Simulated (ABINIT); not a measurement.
# BeInCl3 (Pm-3m): third-order response, part 3 of 3

Wanted: vibrational spectra of BeInCl3 (Pm-3m) from linear and non-linear response.

ABINIT 10.8.3; DFT LDA, scalar-relativistic, plane waves, HGH norm-conserving pseudopotentials.

So far. Step 7 (Linear response at Γ): The acoustic modes at Γ come out as far as 4.8 cm⁻¹ from zero, where they should vanish, a small numerical error; the Born charges miss their sum rule by 0.019 e, which is good. The lowest optical mode is imaginary, 287i cm⁻¹, an instability at this level and on this k mesh. Step 8 (Zone-centre analysis): The rule moves no optical mode by more than 0.3 cm⁻¹. The relaxed cell has a = 4.534 Å (conventional setting).

The structure was built from a prototype and need not be the compound's stable phase.

### 9. Sum rules set otherwise (asr 0)

Without the rule the raw error of the acoustic modes shows.

The input, anaddb.abi:

```
ddb_filepath "gamma_DDB"
output_file "anaddb.abo"
outdata_prefix "anaddb"
asr 0
chneut 0
enunit 2
eivec 1
nph1l 1
qph1l 0.0 0.0 0.0 1.0
dieflag 2
nph2l 3
qph2l 
    1.0 0.0 0.0 0.0
    0.0 0.0 1.0 0.0
    1.0 1.0 1.0 0.0
nlflag 1
ramansr 1
alphon 1
prtmbm 1
```

The input, mrgddb.in:

```
gamma_DDB
merged
3
dfpt_gammao_DS2_DDB
dfpt_gammao_DS3_DDB
gso_DDB
```

The run is started by

```bash
$ mrgddb < mrgddb.in > mrgddb.log
$ OMP_NUM_THREADS=1 anaddb anaddb.abi > anaddb.log
```

anaddb.abo, the main output file:

```text
[banners, grids, parts of the stress and lines that vanish by symmetry left out]
-outvars_anaddb: echo values of input variables ----------------------

 Flags :
[...]
Dielectric Tensor and Effective Charges
[...]
Effective charge tensors after
[...]
1          1       -0.000000000       -0.000000000       -0.000000000
[...]
1          2       -0.000000000       -0.000000000       -0.000000000
[...]
1          3       -0.000000000       -0.000000000       -0.000000000
[...]
2          1       -0.000000000       -0.000000000       -0.000000000
[...]
2          2       -0.000000000       -0.000000000       -0.000000000
[...]
2          3       -0.000000000       -0.000000000       -0.000000000
[...]
3          1       -0.000000000       -0.000000000       -0.000000000
[...]
3          2       -0.000000000       -0.000000000       -0.000000000
[...]
3          3       -0.000000000       -0.000000000       -0.000000000
[...]
4          1       -0.000000000       -0.000000000       -0.000000000
[...]
4          2       -0.000000000       -0.000000000       -0.000000000
[...]
4          3       -0.000000000       -0.000000000       -0.000000000
[...]
5          1       -0.000000000       -0.000000000       -0.000000000
[...]
5          2       -0.000000000       -0.000000000       -0.000000000
[...]
5          3       -0.000000000       -0.000000000       -0.000000000
[...]
Phonon wavevector (reduced coordinates) :  0.00000  0.00000  0.00000
 Phonon energies in Hartree :
[...]
Phonon energies in meV     :
- -3.556154E+01 -3.556154E+01 -3.556154E+01  5.947865E-01  5.947865E-01
-  5.947865E-01  7.333161E+00  7.333161E+00  7.333161E+00  1.825478E+01
-  1.825478E+01  1.825478E+01  2.785536E+01  2.785536E+01  2.785536E+01
 Phonon frequencies in cm-1    :
- -2.868232E+02 -2.868232E+02 -2.868232E+02  4.797277E+00  4.797277E+00
-  4.797277E+00  5.914594E+01  5.914594E+01  5.914594E+01  1.472347E+02
-  1.472347E+02  1.472347E+02  2.246687E+02  2.246687E+02  2.246687E+02
 Phonon frequencies in Thz     :
- -8.598742E+00 -8.598742E+00 -8.598742E+00  1.438187E-01  1.438187E-01
-  1.438187E-01  1.773151E+00  1.773151E+00  1.773151E+00  4.413985E+00
-  4.413985E+00  4.413985E+00  6.735397E+00  6.735397E+00  6.735397E+00
 Phonon energies in Kelvin  :
- -4.126745E+02 -4.126745E+02 -4.126745E+02  6.902211E+00  6.902211E+00
-  6.902211E+00  8.509780E+01  8.509780E+01  8.509780E+01  2.118379E+02
-  2.118379E+02  2.118379E+02  3.232481E+02  3.232481E+02  3.232481E+02
[...]
-  1  0.00000000E+00  0.00000000E+00  5.39800547E-05
-     0.00000000E+00  0.00000000E+00  0.00000000E+00
-  2  0.00000000E+00  0.00000000E+00  7.32441657E-03
-     0.00000000E+00  0.00000000E+00  0.00000000E+00
-  3  0.00000000E+00  0.00000000E+00 -1.22309334E-03
-     0.00000000E+00  0.00000000E+00  0.00000000E+00
-  4  0.00000000E+00  0.00000000E+00 -4.06774258E-04
-     0.00000000E+00  0.00000000E+00  0.00000000E+00
-  5  0.00000000E+00  0.00000000E+00 -4.06774258E-04
-     0.00000000E+00  0.00000000E+00  0.00000000E+00
[...]
-  1  0.00000000E+00 -5.39800547E-05  0.00000000E+00
-     0.00000000E+00  0.00000000E+00  0.00000000E+00
-  2  0.00000000E+00 -7.32441657E-03  0.00000000E+00
-     0.00000000E+00  0.00000000E+00  0.00000000E+00
-  3  0.00000000E+00  4.06774258E-04  0.00000000E+00
-     0.00000000E+00  0.00000000E+00  0.00000000E+00
-  4  0.00000000E+00  1.22309334E-03  0.00000000E+00
-     0.00000000E+00  0.00000000E+00  0.00000000E+00
-  5  0.00000000E+00  4.06774258E-04  0.00000000E+00
-     0.00000000E+00  0.00000000E+00  0.00000000E+00
[...]
-  1  5.39800547E-05  0.00000000E+00  0.00000000E+00
-     0.00000000E+00  0.00000000E+00  0.00000000E+00
-  2  7.32441657E-03  0.00000000E+00  0.00000000E+00
-     0.00000000E+00  0.00000000E+00  0.00000000E+00
-  3 -4.06774258E-04  0.00000000E+00  0.00000000E+00
-     0.00000000E+00  0.00000000E+00  0.00000000E+00
-  4 -4.06774258E-04  0.00000000E+00  0.00000000E+00
-     0.00000000E+00  0.00000000E+00  0.00000000E+00
[...]
-  4 -1.69831992E-03  0.00000000E+00  0.00000000E+00
[...]
-  5  3.04972856E-03  0.00000000E+00  0.00000000E+00
[...]
-         0.000000000       0.000000000       0.000000000
-         0.000000000       0.000000000       0.000000000
-         0.000000000       0.000000000       0.000000000
[...]
-         0.000000000       0.000000000       0.000000000
-         0.000000000       0.000000000       0.000000000
-         0.000000000       0.000000000       0.000000000
[...]
Phonon at Gamma, with non-analyticity in the
[...]
Phonon energies in Hartree :
[...]
Phonon energies in meV     :
- -3.556154E+01 -3.556154E+01 -1.436715E+01  5.947865E-01  5.947865E-01
-  6.006966E-01  7.333161E+00  7.333161E+00  1.825478E+01  1.825478E+01
-  1.825478E+01  2.506946E+01  2.785536E+01  2.785536E+01  2.818135E+01
 Phonon frequencies in cm-1    :
- -2.868232E+02 -2.868232E+02 -1.158789E+02  4.797277E+00  4.797277E+00
[...]
Phonon frequencies in Thz     :
[...]
Phonon energies in Kelvin  :
[...]
-  1  0.00000000E+00  0.00000000E+00  5.39800547E-05
[...]
-  2  0.00000000E+00  0.00000000E+00  7.32441657E-03
[...]
-  3  0.00000000E+00  0.00000000E+00 -1.22309334E-03
[...]
-  4  0.00000000E+00  0.00000000E+00 -4.06774258E-04
[...]
Phonon at Gamma, with non-analyticity in the
[...]
Phonon energies in Hartree :
[...]
Phonon energies in meV     :
[...]
Phonon frequencies in cm-1    :
[...]
Phonon frequencies in Thz     :
[...]
Phonon energies in Kelvin  :
[...]
Phonon at Gamma, with non-analyticity in the
[...]
Phonon energies in Hartree :
[...]
Phonon energies in meV     :
[...]
Phonon frequencies in cm-1    :
[...]
Phonon frequencies in Thz     :
[...]
Phonon energies in Kelvin  :
[...]
-  6.970795E+00  8.509780E+01  8.509780E+01  2.118379E+02  2.118379E+02
-  2.118379E+02  2.909190E+02  3.232481E+02  3.232481E+02  3.270310E+02
[...]
-  4 -1.37403699E-03 -1.52415560E-03  5.25271682E-04
[...]
-  5  2.46740311E-03  8.48765314E-04  5.25271682E-04
[...]
-         0.000000000       0.000000000       0.000000000
-         0.000000000       0.000000000       0.000000000
[...]
Spherical averages : G0=     0.000000000    G1=     0.000000000    G2=     0.000000000

-
```

The job ended after 1.5 s (1 thread of Arm Neoverse V1, shared host).

This step gave:

- highest optical zone-centre mode (no LO-TO term): 224.7 cm⁻¹
- lowest optical zone-centre mode: -286.8 cm⁻¹

Zone-centre frequencies as printed; negative means imaginary. Modes:

```tsv
mode	frequency (cm⁻¹)
1	-286.8
2	-286.8
3	-286.8
4	4.8
5	4.8
6	4.8
7	59.15
8	59.15
9	59.15
10	147.2
11	147.2
12	147.2
13	224.7
14	224.7
15	224.7
```

With imaginary modes the relaxed-ion tensors have no meaning and are not tabulated.

### 10. What came out

| Quantity | Value |
| --- | --- |
| space group after relaxation | Pm-3m |
| volume per atom | 18.6 Å³ |
| highest optical zone-centre mode (no LO-TO term) | 224.6 cm⁻¹ |
| lowest optical zone-centre mode | -286.9 cm⁻¹ |
| highest mode moved by the LO-TO term | 227.2 cm⁻¹ |
| mean high-frequency dielectric constant | 5.98 |
| largest Born charge in size (third of the trace) | 2.81 e |
| imaginary optical modes at the zone centre (no q mesh in this session) | yes |

No mode is Raman active in this structure. At the LDA level the optical modes of BeInCl3 (Pm-3m) at the zone centre (no LO-TO term) run from 287i to 225 cm⁻¹, so the structure is a saddle point, with 3 modes beyond 10i cm⁻¹ there. The base run prints -0.36 GPa, mostly the error of a finite basis; the relaxation, with a smoothed and higher cutoff, had brought the cell to rest. Along the directions run, the highest mode that the macroscopic field moves lies at 227 cm⁻¹. These are harmonic frequencies at zero temperature: anharmonic shifts and linewidths and thermal expansion are left out. The HGH files keep few electrons and have no core correction, which is cheap but rough for In. The structure is a hypothetical one, built on a prototype.

[Host names and launcher messages were left out of these logs when they were recorded.]

[Logs are printed without paths, hosts, clocks, repeated set-up lines and the standing remarks that a program may print on its own settings, such as how far it seeks lower states.]

[Hosts, paths, dates, database ids (printed as entryN), source tags and the programs' standing remarks are cut or masked in the printed files.]
